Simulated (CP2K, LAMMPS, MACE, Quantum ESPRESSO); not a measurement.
**A frame of liquid acetonitrile from 298 K (114 atoms) at 298 K, by two methods**

Aim: short dynamics of a frame of liquid acetonitrile from 298 K (114 atoms) at a target of 298 K with CP2K double zeta and MACE MPA-0 medium, compared in temperature, motion and structure.

These are calculated values.

### 1. The structure

The cell holds 114 atoms (38 C, 19 N and 57 H), with edges of 11.83, 11.83 and 11.83 Å. Recipe: 19 acetonitrile placed at random, at 0.782 g/cm³; overlaps pushed apart, then 10 ps at 398 K with MMFF94 bonds, angles, torsions, charges and radii (Halgren, J. Comput. Chem. 17, 490 (1996)) in harmonic and 12-6 forms. Snapshot after 20 ps at 298 K and fixed volume.

### 2. Inputs

CP2K 2026.2: Kohn-Sham DFT, PBE+D3(BJ), GTH-PBE pseudopotentials, Gaussian and plane waves, DZVP-MOLOPT-SR-GTH, orbital transformation. Its input for the dynamics:

```
&GLOBAL
  PROJECT cell
  RUN_TYPE MD
  PRINT_LEVEL LOW
&END GLOBAL
&MOTION
  &MD
    ENSEMBLE NVT
    STEPS 223
    TIMESTEP 0.5
    TEMPERATURE 298
    &THERMOSTAT
      TYPE CSVR
      &CSVR
        TIMECON 100
      &END CSVR
    &END THERMOSTAT
  &END MD
  &PRINT
    &TRAJECTORY
    &END TRAJECTORY
    &FORCES ON
    &END FORCES
    &RESTART OFF
    &END RESTART
    &RESTART_HISTORY OFF
    &END RESTART_HISTORY
  &END PRINT
&END MOTION
&FORCE_EVAL
  METHOD QS
  &DFT
    BASIS_SET_FILE_NAME BASIS_MOLOPT
    POTENTIAL_FILE_NAME GTH_POTENTIALS
    &MGRID
      CUTOFF 480
      REL_CUTOFF 50
    &END MGRID
    &QS
      EPS_DEFAULT 1.0E-11
      EXTRAPOLATION ASPC
    &END QS
    &SCF
      SCF_GUESS ATOMIC
      EPS_SCF 1.0E-06
      MAX_SCF 30
      &OT
        MINIMIZER DIIS
        PRECONDITIONER FULL_ALL
        ENERGY_GAP 0.001
      &END OT
      &OUTER_SCF
        EPS_SCF 1.0E-06
        MAX_SCF 8
      &END OUTER_SCF
      &PRINT
        &RESTART OFF
        &END RESTART
        &PROGRAM_RUN_INFO
          &EACH
            MD 20
          &END EACH
        &END PROGRAM_RUN_INFO
      &END PRINT
    &END SCF
    &XC
      &XC_FUNCTIONAL PBE
      &END XC_FUNCTIONAL
      &VDW_POTENTIAL
        POTENTIAL_TYPE PAIR_POTENTIAL
        &PAIR_POTENTIAL
          TYPE DFTD3(BJ)
          PARAMETER_FILE_NAME dftd3.dat
          REFERENCE_FUNCTIONAL PBE
        &END PAIR_POTENTIAL
      &END VDW_POTENTIAL
    &END XC
    &PRINT
      &MULLIKEN OFF
      &END MULLIKEN
    &END PRINT
  &END DFT
  &SUBSYS
    &CELL
      A 11.83169 0.00000 0.00000
      B 0.00000 11.83169 0.00000
      C 0.00000 0.00000 11.83169
    &END CELL
    &TOPOLOGY
      COORD_FILE_NAME structure.xyz
      COORD_FILE_FORMAT XYZ
    &END TOPOLOGY
    &KIND C
      BASIS_SET DZVP-MOLOPT-SR-GTH-q4
      POTENTIAL GTH-PBE-q4
    &END KIND
    &KIND N
      BASIS_SET DZVP-MOLOPT-SR-GTH-q5
      POTENTIAL GTH-PBE-q5
    &END KIND
    &KIND H
      BASIS_SET DZVP-MOLOPT-SR-GTH-q1
      POTENTIAL GTH-PBE-q1
    &END KIND
  &END SUBSYS
&END FORCE_EVAL
```

It took 66 min on 4 MPI ranks of Arm Neoverse V2, shared host; peak memory 2.7 GiB.

MACE MPA-0 medium: machine-learned interatomic potential MACE MPA-0 medium, trained on PBE(+U) plane-wave data. Its input for the dynamics:

```
import numpy as np
from ase.io import read
from ase import units
from ase.md.langevin import Langevin
from ase.md.velocitydistribution import MaxwellBoltzmannDistribution
import mlip  # loads the published weights by name

atoms = read("structure.xyz")
atoms.calc = mlip.calc("mace-mpa-0-medium")
MaxwellBoltzmannDistribution(atoms, temperature_K=298, rng=np.random.default_rng(304))
dyn = Langevin(atoms, 0.5 * units.fs, temperature_K=298, friction=0.01 / units.fs, trajectory="path.traj", logfile="-", rng=np.random.default_rng(304 + 1000))
dyn.run(223)
print("finished")
```

The job ended after 8.2 min (4 threads of Arm Neoverse V2, shared host; peak memory 1.3 GiB).

Plane waves (Quantum ESPRESSO, PBE+D3(BJ); plane waves, SSSP efficiency, 60/480 Ry; k-points Γ) solve the start and the last frame of CP2K double zeta; at the start the r.m.s. force component is 0.90 eV/Å.

### 3. The runs over their common span

Both are read over the first 112 fs; means are over the second half of that span, and energies are each method's own, less its value at the start. CPU times are for whole runs on a shared host and are rough.

```
           method  thermostat  time step (fs)  whole run (fs)  mean T (K)  r.m.s. swing (K)  mean potential energy (meV/atom)  last quarter less third (meV/atom)  CPU time
 CP2K double zeta        CSVR             0.5             112         284                14                              -0.7                                -1.4     4.4 h
MACE MPA-0 medium    Langevin             0.5             112         314                21                              -2.9                                -3.7   9.6 min
```

Sampled along the way:

```csv
time (fs),"T (K), CP2K double zeta","E (meV/atom), CP2K double zeta","T (K), MACE MPA-0 medium","E (meV/atom), MACE MPA-0 medium"
0,298,0.0,314,0.0
18,282,-1.0,266,1.9
37,268,2.5,296,1.9
56,279,-0.3,270,1.1
74,289,-1.2,303,-0.1
93,272,0.3,330,-4.4
112,282,-0.7,311,-5.4
```

### 4. Motion and local order

Mean square displacement from the start to 112 fs, in Å², with the drift of the whole cell taken off:

```csv
method,H,C,N,farthest move (Å)
CP2K double zeta,1.057,0.214,0.334,2.26
MACE MPA-0 medium,0.798,0.256,0.277,1.80
```

Bonds by one set of cutoffs taken from the start, with their mean length; rows of the runs are means over 16 frames of the second half:

```csv
geometry,H-C (under 1.34 Å),C-C (under 1.85 Å),C-N (under 1.62 Å)
start,57 at 1.09 Å,19 at 1.46 Å,19 at 1.16 Å
CP2K double zeta,57 at 1.10 Å,19 at 1.45 Å,19 at 1.17 Å
MACE MPA-0 medium,57 at 1.10 Å,19 at 1.46 Å,19 at 1.17 Å
```

### 5. The last frame, checked with plane waves

* energy less the start's, plane waves: 1.6 meV/atom
* energy less the start's, CP2K double zeta: -0.7 meV/atom
* r.m.s. force component, plane waves: 0.941 eV/Å
* r.m.s. difference of CP2K double zeta's forces: 0.17 eV/Å
* pressure, without the kinetic term: -1.03 GPa
* Kohn-Sham gap: 5.92 eV

### 6. Findings

Over the second half the temperature averages 284 K with CP2K double zeta and 314 K with MACE MPA-0 medium, for a target of 298 K. The potential energy stands -1 and -3 meV/atom from the start's. Atoms move about as far in both (0.66 and 0.53 Å² on average).

The mean H-C bond is 1.10 Å with CP2K double zeta and 1.10 Å with MACE MPA-0 medium, and they count 57 and 57 such bonds, from 57 at the start. From start to last frame CP2K double zeta puts the energy change at -0.7 meV/atom and plane waves at 1.6; its forces there differ by 18 % of the plane-wave r.m.s. force.

Caveats: A span of 0.11 ps shows vibrations and the first relaxation, not diffusion or slow rearrangement. The runs start with unlike random velocities and use unlike thermostats, so single moves aren't comparable, only averages. The learned potential has no dispersion term, which the DFT runs have. The reference samples only Γ, in a cell whose shortest periodic width is 12 Å. The plane-wave runs aren't exact: their cutoffs and mesh weren't converged further here. Where levels are smeared, the DFT runs use Fermi–Dirac occupations at 580 K (0.05 eV), and energies are free energies.

[Logs are printed without paths, hosts, clocks, repeated set-up lines and the standing remarks that a program may print on its own settings, such as how far it seeks lower states.]

[Hosts, paths, dates, database ids (printed as entryN), source tags and the programs' standing remarks are cut or masked in the printed files.]

[The MMFF94 radii named for the starting cell were scaled by 0.96; in molecules described by MMFF94, hydrogen bound to N, O or S took a small fixed 12-6 site in their place.]
